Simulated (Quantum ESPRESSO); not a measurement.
# E(q) of MnSe from supercells

Wanted: E(q) of MnSe at simple fractions of a reciprocal vector.

Main program and level: Quantum ESPRESSO 7.5; LDA; plane waves with GBRV 1.5 LDA potentials, no spin-orbit coupling, flat spiral in a supercell.

The database entry behind the starting cell is an old determination (1938), so it need not match the best structure at ambient conditions.

## 1. The structure

It takes space group F-43m (No. 216, cubic). Conventional cell: a = 5.820 Å, b = 5.820 Å, c = 5.820 Å, α = 90.00°, β = 90.00°, γ = 90.00°. Nearest to Mn lie 4 Se at 2.52 Å. Nearest to Se lie 4 Mn at 2.52 Å. Farther neighbours and most contacts between anions are not listed.

The cell comes from the Crystallography Open Database.

## 2. Parallel moments, one cell

The input, pw.in:

```
&CONTROL
  calculation = 'scf'
  prefix = 'pwscf'
  outdir = './tmp'
  pseudo_dir = './pseudo'
  disk_io = 'nowf'
/
&SYSTEM
  ibrav = 0
  celldm(1) = 8
  nat = 2
  ntyp = 2
  ecutwfc = 40
  ecutrho = 280
  nbnd = 34
  occupations = 'smearing'
  smearing = 'fd'
  degauss = 0.00999582
  noncolin = .true.
  starting_magnetization(1) = 0.3
  angle1(1) = 90
  angle2(1) = 0
  starting_magnetization(2) = 0
/
&ELECTRONS
  conv_thr = 4d-09
  electron_maxstep = 150
  mixing_beta = 0.3
/
ATOMIC_SPECIES
Mn     54.9380 mn_lda_v1.5.uspp.F.UPF
Se     78.9710 se_lda_v1.uspp.F.UPF
CELL_PARAMETERS alat
   0.0000000000000    0.6873878778326    0.6873878778326
   0.6873878778326    0.0000000000000    0.6873878778326
   0.6873878778326    0.6873878778326    0.0000000000000
ATOMIC_POSITIONS crystal
Mn      0.0000000000    0.0000000000    0.0000000000
Se      0.2500000000    0.2500000000    0.2500000000
K_POINTS automatic
6 12 6 0 0 0
```

Started as:

```
$ OMP_NUM_THREADS=1 mpirun -n 4 pw.x -nk 4 -in pw.in > pw.out
```

Output:

```text
Program PWSCF v.7.5 starts

     Message from routine setup:
     using ibrav=0 with symmetry is DISCOURAGED, use correct ibrav instead

     K-points division:     npool     =       4
     Subspace diagonalization in iterative solution of the eigenvalue problem:

     G-vector sticks info
     --------------------
     sticks:   dense  smooth     PW     G-vecs:    dense   smooth      PW
     Sum        1159     673    211                26301    11311    1989

     Using Slab Decomposition

     bravais-lattice index     =            0
     lattice parameter (alat)  =       8.0000  a.u.
     unit-cell volume          =     332.5872 (a.u.)^3
     number of atoms/cell      =            2
     number of atomic types    =            2
     number of electrons       =        21.00
     number of Kohn-Sham states=           34
     kinetic-energy cutoff     =      40.0000  Ry
     charge density cutoff     =     280.0000  Ry
     scf convergence threshold =      4.0E-09
     mixing beta               =       0.3000
     number of iterations used =            8  plain     mixing
     Exchange-correlation= SLA  PZ   NOGX NOGC
                           (   1   1   0   0   0   0   0)
     Noncollinear calculation without spin-orbit

     celldm(1)=   8.000000  celldm(2)=   0.000000  celldm(3)=   0.000000
     celldm(4)=   0.000000  celldm(5)=   0.000000  celldm(6)=   0.000000

     crystal axes: (cart. coord. in units of alat)
               a(1) = (   0.000000   0.687388   0.687388 )
               a(2) = (   0.687388   0.000000   0.687388 )
               a(3) = (   0.687388   0.687388   0.000000 )

     reciprocal axes: (cart. coord. in units 2 pi/alat)
               b(1) = ( -0.727391  0.727391  0.727391 )
               b(2) = (  0.727391 -0.727391  0.727391 )
               b(3) = (  0.727391  0.727391 -0.727391 )

     PseudoPot. # 1 for Mn read from file:
     mn_lda_v1.5.uspp.F.UPF
     Pseudo is Ultrasoft + core correction, Zval = 15.0
     Generated by new atomic code, or converted to UPF format
     Using radial grid of  859 points,  6 beta functions with:
                l(1) =   0
                l(2) =   0
                l(3) =   1
                l(4) =   1
                l(5) =   2
                l(6) =   2
     Q(r) pseudized with  8 coefficients,  rinner =    0.950   0.950   0.950
                                                       0.950   0.950

     PseudoPot. # 2 for Se read from file:
     se_lda_v1.uspp.F.UPF
     Pseudo is Ultrasoft + core correction, Zval =  6.0
     Generated by new atomic code, or converted to UPF format
     Using radial grid of  877 points,  6 beta functions with:
                l(1) =   0
                l(2) =   0
                l(3) =   1
                l(4) =   1
                l(5) =   2
                l(6) =   2
     Q(r) pseudized with  8 coefficients,  rinner =    1.300   1.300   1.300
                                                       1.300   1.300

     atomic species   valence    mass     pseudopotential
     Mn               15.00    54.93800     Mn( 1.00)
     Se                6.00    78.97100     Se( 1.00)

      8 Sym. Ops. (no inversion) found

   Cartesian axes

     site n.     atom                  positions (alat units)
         1        Mn     tau(   1) = (   0.0000000   0.0000000   0.0000000  )
         2        Se     tau(   2) = (   0.3436939   0.3436939   0.3436939  )

     number of k points=   149  Fermi-Dirac smearing, width (Ry)=  0.0100

     Number of k-points >= 100: set verbosity='high' to print them.

     Dense  grid:    26301 G-vectors     FFT dimensions: (  45,  45,  45)

     Smooth grid:    11311 G-vectors     FFT dimensions: (  32,  32,  32)

     Check: negative core charge=   -0.000026
     Generating pointlists ...
     new r_m :   0.2456 (alat units)  1.9645 (a.u.) for type    1
     new r_m :   0.2456 (alat units)  1.9645 (a.u.) for type    2

     Initial potential from superposition of free atoms

     starting charge      20.4999, renormalised to      21.0000

 ==============================================================================
     atom number    1 relative position :    0.0000   0.0000   0.0000
     charge :    13.373642  (integrated on a sphere of radius 0.246)
     magnetization :          3.951803    0.000000    0.000000
     magnetization/charge:    0.295492    0.000000    0.000000
     polar coord.: r, theta, phi [deg] :     3.951803   90.000000    0.000000

 ==============================================================================

 ==============================================================================
     atom number    2 relative position :    0.3437   0.3437   0.3437
     charge :     3.782070  (integrated on a sphere of radius 0.246)
     magnetization :          0.047478    0.000000    0.000000
     magnetization/charge:    0.012553    0.000000    0.000000
     polar coord.: r, theta, phi [deg] :     0.047478   90.000000    0.000000

 ==============================================================================
     Starting wfcs are   34 randomized atomic wfcs

     Self-consistent Calculation

     iteration #  1     ecut=    40.00 Ry     beta= 0.30
     Davidson diagonalization with overlap
     ethr =  1.00E-02,  avg # of iterations =  4.3

     total energy              =    -254.20534100 Ry
     estimated scf accuracy    <       0.66781592 Ry

     total magnetization       =     4.48    -0.00     0.00 Bohr mag/cell
     absolute magnetization    =     4.48 Bohr mag/cell

     iteration #  2     ecut=    40.00 Ry     beta= 0.30
     Davidson diagonalization with overlap
     ethr =  3.18E-03,  avg # of iterations =  2.3

     total energy              =    -254.35917726 Ry
     estimated scf accuracy    <       0.06803859 Ry

     total magnetization       =     4.48    -0.00    -0.00 Bohr mag/cell
     absolute magnetization    =     4.48 Bohr mag/cell

     iteration #  3     ecut=    40.00 Ry     beta= 0.30
     Davidson diagonalization with overlap
     ethr =  3.24E-04,  avg # of iterations =  2.6

     total energy              =    -254.37159466 Ry
     estimated scf accuracy    <       0.00910049 Ry

     total magnetization       =     4.66    -0.00     0.00 Bohr mag/cell
     absolute magnetization    =     4.66 Bohr mag/cell

     [... further iterations left out ...]

     iteration #  7     ecut=    40.00 Ry     beta= 0.30
     Davidson diagonalization with overlap
     ethr =  3.74E-08,  avg # of iterations =  2.8

     total energy              =    -254.37296513 Ry
     estimated scf accuracy    <       0.00000179 Ry

     total magnetization       =     4.68     0.00    -0.00 Bohr mag/cell
     absolute magnetization    =     4.68 Bohr mag/cell

     iteration #  8     ecut=    40.00 Ry     beta= 0.30
     Davidson diagonalization with overlap
     ethr =  8.53E-09,  avg # of iterations =  2.4

     total energy              =    -254.37296572 Ry
     estimated scf accuracy    <       0.00000011 Ry

     total magnetization       =     4.68     0.00    -0.00 Bohr mag/cell
     absolute magnetization    =     4.68 Bohr mag/cell

     iteration #  9     ecut=    40.00 Ry     beta= 0.30
     Davidson diagonalization with overlap
     ethr =  5.06E-10,  avg # of iterations =  4.6

     total energy              =    -254.37296580 Ry
     estimated scf accuracy    <       0.00000002 Ry

     total magnetization       =     4.68    -0.00     0.00 Bohr mag/cell
     absolute magnetization    =     4.68 Bohr mag/cell

     iteration # 10     ecut=    40.00 Ry     beta= 0.30
     Davidson diagonalization with overlap
     ethr =  1.15E-10,  avg # of iterations =  2.8

 ==============================================================================
     atom number    1 relative position :    0.0000   0.0000   0.0000
     charge :    13.130703  (integrated on a sphere of radius 0.246)
     magnetization :          4.047362   -0.000000   -0.000000
     magnetization/charge:    0.308237   -0.000000   -0.000000
     polar coord.: r, theta, phi [deg] :     4.047362   90.000000   -0.000000

 ==============================================================================

 ==============================================================================
     atom number    2 relative position :    0.3437   0.3437   0.3437
     charge :     3.843205  (integrated on a sphere of radius 0.246)
     magnetization :          0.075514    0.000000   -0.000000
     magnetization/charge:    0.019649    0.000000   -0.000000
     polar coord.: r, theta, phi [deg] :     0.075514   90.000000    0.000000

 ==============================================================================

     End of self-consistent calculation

     Number of k-points >= 100: set verbosity='high' to print the bands.

     the Fermi energy is     6.5631 ev

!    total energy              =    -254.37296582 Ry
     estimated scf accuracy    <          3.8E-09 Ry
     smearing contrib. (-TS)   =      -0.00545691 Ry
     internal energy E=F+TS    =    -254.36750891 Ry

     The total energy is F=E-TS. E is the sum of the following terms:
     one-electron contribution =    -163.88540220 Ry
     hartree contribution      =      87.04756934 Ry
     xc contribution           =     -55.60092963 Ry
     ewald contribution        =    -121.92874642 Ry

     total magnetization       =     4.68     0.00    -0.00 Bohr mag/cell
     absolute magnetization    =     4.68 Bohr mag/cell

     convergence has been achieved in  10 iterations

=------------------------------------------------------------------------------=
   JOB DONE.
=------------------------------------------------------------------------------=
```

Elapsed: 54 s, on 4 MPI ranks of Arm Neoverse V1, shared host; peak memory 0.6 GiB; 3.6 min of CPU time.

Spin moment in the atom's sphere by atom:

| atom | x (μB) | y (μB) | z (μB) | size |
| --- | --- | --- | --- | --- |
| Mn1 | 4.05 | 0.00 | 0.00 | 4.05 |
| Se2 | 0.08 | 0.00 | 0.00 | 0.08 |

This step gave:

```
smearing term TS       : 0.07425 eV
magnetization          : 4.683, 0, 0 μB
absolute magnetization : 4.683 μB
final state            : ferromagnetic
```

## 3. One turn in 2 cells along the input cell's b

Neighbouring cells are turned by 180° in the xy plane; the cell holds 4 atoms.

The input, pw.in:

```
&CONTROL
  calculation = 'scf'
  prefix = 'pwscf'
  outdir = './tmp'
  pseudo_dir = './pseudo'
  disk_io = 'nowf'
/
&SYSTEM
  ibrav = 0
  celldm(1) = 8
  nat = 4
  ntyp = 4
  ecutwfc = 40
  ecutrho = 280
  nbnd = 60
  occupations = 'smearing'
  smearing = 'fd'
  degauss = 0.00999582
  noncolin = .true.
  starting_magnetization(1) = 0.3
  angle1(1) = 90
  angle2(1) = 0
  starting_magnetization(2) = 0.3
  angle1(2) = 90
  angle2(2) = 180
  starting_magnetization(3) = 0
  starting_magnetization(4) = 0
/
&ELECTRONS
  conv_thr = 8d-09
  electron_maxstep = 150
  mixing_beta = 0.3
/
ATOMIC_SPECIES
Mn1    54.9380 mn_lda_v1.5.uspp.F.UPF
Mn2    54.9380 mn_lda_v1.5.uspp.F.UPF
Se1    78.9710 se_lda_v1.uspp.F.UPF
Se2    78.9710 se_lda_v1.uspp.F.UPF
CELL_PARAMETERS alat
   0.0000000000000    0.6873878778326    0.6873878778326
   1.3747757556652    0.0000000000000    1.3747757556652
   0.6873878778326    0.6873878778326    0.0000000000000
ATOMIC_POSITIONS crystal
Mn1     0.0000000000    0.0000000000    0.0000000000
Mn2     0.0000000000    0.5000000000    0.0000000000
Se1     0.2500000000    0.1250000000    0.2500000000
Se2     0.2500000000    0.6250000000    0.2500000000
K_POINTS automatic
6 6 6 0 0 0
```

Output:

```text
     [... lines left out ...]
Program PWSCF v.7.5 starts
     [... lines left out ...]
     number of atoms/cell      =            4
     [... lines left out ...]
     number of electrons       =        42.00
     number of Kohn-Sham states=           60
     kinetic-energy cutoff     =      40.0000  Ry
     charge density cutoff     =     280.0000  Ry
     scf convergence threshold =      8.0E-09
     [... lines left out ...]
     Noncollinear calculation without spin-orbit
     [... lines left out ...]
      2 Sym. Ops. (no inversion) found
     [... lines left out ...]
     number of k points=   114  Fermi-Dirac smearing, width (Ry)=  0.0100
     [... lines left out ...]
     iteration # 12     ecut=    40.00 Ry     beta= 0.30
     [... lines left out ...]
     atom number    1 relative position :    0.0000   0.0000   0.0000
     [... lines left out ...]
     magnetization :          3.976543    0.000008   -0.000008
     [... lines left out ...]
     atom number    2 relative position :    0.6874   0.0000   0.6874
     [... lines left out ...]
     magnetization :         -3.976543    0.000005   -0.000005
     [... lines left out ...]
     atom number    3 relative position :    0.3437   0.3437   0.3437
     [... lines left out ...]
     magnetization :          0.044431    0.000000   -0.000000
     [... lines left out ...]
     atom number    4 relative position :    1.0311   0.3437   1.0311
     [... lines left out ...]
     magnetization :         -0.044431    0.000000   -0.000000
     [... lines left out ...]
     the Fermi energy is     6.5553 ev
!    total energy              =    -508.77229384 Ry
     estimated scf accuracy    <          2.0E-10 Ry
     smearing contrib. (-TS)   =      -0.00335165 Ry
     [... lines left out ...]
     total magnetization       =     0.00     0.00    -0.00 Bohr mag/cell
     absolute magnetization    =     8.93 Bohr mag/cell
     convergence has been achieved in  12 iterations
```

Elapsed: 4.1 min, on 4 MPI ranks; peak memory 1.2 GiB.

Spin moment in the atom's sphere by atom:

```csv
atom,x (μB),y (μB),z (μB),size
Mn1,3.98,0.00,0.00,3.98
Mn2,-3.98,0.00,0.00,3.98
Se3,0.04,0.00,0.00,0.04
Se4,-0.04,0.00,0.00,0.04
```

This step gave:

```yaml
smearing_term_ts: 0.04560 eV
magnetization: 0, 0, 0 μB
absolute_magnetization: 8.933 μB
final_state: antiferromagnetic
```

## 4. One turn in 3 cells along the input cell's b

Neighbouring cells are turned by 120° in the xy plane; the cell holds 6 atoms.

The input, pw.in:

```
&CONTROL
  calculation = 'scf'
  prefix = 'pwscf'
  outdir = './tmp'
  pseudo_dir = './pseudo'
  disk_io = 'nowf'
/
&SYSTEM
  ibrav = 0
  celldm(1) = 8
  nat = 6
  ntyp = 6
  ecutwfc = 40
  ecutrho = 280
  nbnd = 84
  occupations = 'smearing'
  smearing = 'fd'
  degauss = 0.00999582
  noncolin = .true.
  starting_magnetization(1) = 0.3
  angle1(1) = 90
  angle2(1) = 0
  starting_magnetization(2) = 0.3
  angle1(2) = 90
  angle2(2) = 120
  starting_magnetization(3) = 0.3
  angle1(3) = 90
  angle2(3) = -120
  starting_magnetization(4) = 0
  starting_magnetization(5) = 0
  starting_magnetization(6) = 0
/
&ELECTRONS
  conv_thr = 1.2d-08
  electron_maxstep = 150
  mixing_beta = 0.3
/
ATOMIC_SPECIES
Mn1    54.9380 mn_lda_v1.5.uspp.F.UPF
Mn2    54.9380 mn_lda_v1.5.uspp.F.UPF
Mn3    54.9380 mn_lda_v1.5.uspp.F.UPF
Se1    78.9710 se_lda_v1.uspp.F.UPF
Se2    78.9710 se_lda_v1.uspp.F.UPF
Se3    78.9710 se_lda_v1.uspp.F.UPF
CELL_PARAMETERS alat
   0.0000000000000    0.6873878778326    0.6873878778326
   2.0621636334979    0.0000000000000    2.0621636334979
   0.6873878778326    0.6873878778326    0.0000000000000
ATOMIC_POSITIONS crystal
Mn1     0.0000000000    0.0000000000    0.0000000000
Mn2     0.0000000000    0.3333333333    0.0000000000
Mn3     0.0000000000    0.6666666667    0.0000000000
Se1     0.2500000000    0.0833333333    0.2500000000
Se2     0.2500000000    0.4166666667    0.2500000000
Se3     0.2500000000    0.7500000000    0.2500000000
K_POINTS automatic
6 4 6 0 0 0
```

Output:

```text
     [... lines left out ...]
Program PWSCF v.7.5 starts
     [... lines left out ...]
     number of atoms/cell      =            6
     [... lines left out ...]
     number of electrons       =        63.00
     number of Kohn-Sham states=           84
     kinetic-energy cutoff     =      40.0000  Ry
     charge density cutoff     =     280.0000  Ry
     scf convergence threshold =      1.2E-08
     [... lines left out ...]
     Noncollinear calculation without spin-orbit
     [... lines left out ...]
     No symmetry found
     [... lines left out ...]
     number of k points=   144  Fermi-Dirac smearing, width (Ry)=  0.0100
     [... lines left out ...]
     iteration # 13     ecut=    40.00 Ry     beta= 0.30
     [... lines left out ...]
     atom number    1 relative position :    0.0000   0.0000   0.0000
     [... lines left out ...]
     magnetization :          4.001624    0.000623    0.000086
     [... lines left out ...]
     atom number    2 relative position :    0.6874   0.0000   0.6874
     [... lines left out ...]
     magnetization :         -2.001405    3.465261    0.000067
     [... lines left out ...]
     atom number    3 relative position :    1.3748   0.0000   1.3748
     [... lines left out ...]
     magnetization :         -2.000390   -3.465885   -0.000004
     [... lines left out ...]
     atom number    4 relative position :    0.3437   0.3437   0.3437
     [... lines left out ...]
     magnetization :          0.051613    0.015113    0.000002
     [... lines left out ...]
     atom number    5 relative position :    1.0311   0.3437   1.0311
     [... lines left out ...]
     magnetization :         -0.038897    0.037137    0.000001
     [... lines left out ...]
     atom number    6 relative position :    1.7185   0.3437   1.7185
     [... lines left out ...]
     magnetization :         -0.012713   -0.052251    0.000000
     [... lines left out ...]
     the Fermi energy is     6.5596 ev
!    total energy              =    -763.14839827 Ry
     estimated scf accuracy    <          2.6E-09 Ry
     smearing contrib. (-TS)   =      -0.00728481 Ry
     [... lines left out ...]
     total magnetization       =    -0.00     0.00     0.00 Bohr mag/cell
     absolute magnetization    =    13.63 Bohr mag/cell
     convergence has been achieved in  13 iterations
```

Elapsed: 15 min, on 4 MPI ranks; peak memory 2.5 GiB.

Spin moment in the atom's sphere by atom:

| atom | x (μB) | y (μB) | z (μB) | size |
| --- | --- | --- | --- | --- |
| Mn1 | 4.00 | 0.00 | 0.00 | 4.00 |
| Mn2 | -2.00 | 3.47 | 0.00 | 4.00 |
| Mn3 | -2.00 | -3.47 | 0.00 | 4.00 |
| Se4 | 0.05 | 0.02 | 0.00 | 0.05 |
| Se5 | -0.04 | 0.04 | 0.00 | 0.05 |
| Se6 | -0.01 | -0.05 | 0.00 | 0.05 |

Read from the output:

| Property | Result |
| --- | --- |
| smearing term TS | 0.09911 eV |
| magnetization | 0, 0, 0 μB |
| absolute magnetization | 13.63 μB |
| final state | non-collinear |

Valence density in the bc plane at fractional x = 0.000, with atoms of Mn within 0.2 Å of it. It is the smooth field of the valence electrons, not physical close to the nuclei.

Values in e/Å³, 6 rows by 16 columns, each cell a mean:
```
10  1  0  0  1 11  2  0  0  0  8  7  0  0  0  4
 1  0  0  0  0  1  0  0  0  0  0  1  0  0  0  0
 0  0  0  0  0  0  0  0  0  0  0  0  0  0  0  0
 0  1  0  0  0  0  1  1  0  0  0  0  1  0  0  0
 0  0  1  0  1  1  0  1  0  1  1  0  1  0  0  1
 7  0  0  0  5 11  1  0  0  1 12  3  0  0  0 10
```
Columns run along b (12.3 Å), rows up along c (4.1 Å). Atoms in or near the plane, at fractional coordinates: Mn at (0.00, 0.00), Mn at (0.33, 0.00), Mn at (0.67, 0.00).

(Continued in part 2 of 2.)

[Logs and program files are shortened in this print: banners, set-up blocks, solver, clock and traceback lines can be left out without a mark of their own.]

[Logs are printed without paths, hosts, clocks, repeated set-up lines and the standing remarks that a program may print on its own settings, such as how far it seeks lower states.]

[Hosts, paths, dates, database ids (printed as entryN), source tags and the programs' standing remarks are cut or masked in the printed files.]

[Where a cell is said to come from a database of computed structures, the database is the Materials Project.]
